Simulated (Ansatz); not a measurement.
In doubt: masses and optical values from hybrid runs of this build are listed as unsure, which bears on the screening that GW takes from such a start.

Rows from a G0W0 calculation on SrLi2SnS4 (I-42m) (Ansatz 0.2.0; G0W0 on HSE06, plane waves, PAW; PAW set soft_1; 4×4×4 mesh, 398 empty bands, screening to 100 eV, PAW set soft_1 files), in eV. Spin-orbit coupling is left out.

```
row      Σx     Σc     Vxc     Z
  A  -18.19   1.88  -15.91  0.79
  B   -9.11  -3.56  -13.05  0.82
  C   -6.80  -3.61  -10.74  0.83
  D   -5.27  -3.53   -9.08  0.83
  E  -18.12   1.99  -15.71  0.79
  F   -8.12  -3.56  -12.14  0.83
```

**Question.** Which rows are filled states and which are empty ones, and how can one tell?

Filled: A and E. Empty: B, C, D and F. The sign of Σc tells: for a filled state bare exchange, which holds its interaction with itself, lies below Vxc (Σx − Vxc is -2.3 eV or lower here) and screening gives part back as a positive Σc. For an empty state Σx lies above Vxc (+3.8 eV or more) and the Coulomb hole leaves Σc negative.

[Paths, hosts, dates, memory and timing lines, banners, echoed tables and standing remarks are left out of the program output.]

[Logs are printed without paths, hosts, clocks, repeated set-up lines and the standing remarks that a program may print on its own settings, such as how far it seeks lower states.]

[Runs of the session that timed out or met a known fault of the program may be left out.]

[Cells called generated may have been cut or substituted from an entry of the Crystallography Open Database or the Materials Project.]

[Hosts, paths, dates, database ids (printed as entryN), source tags and the programs' standing remarks are cut or masked in the printed files.]
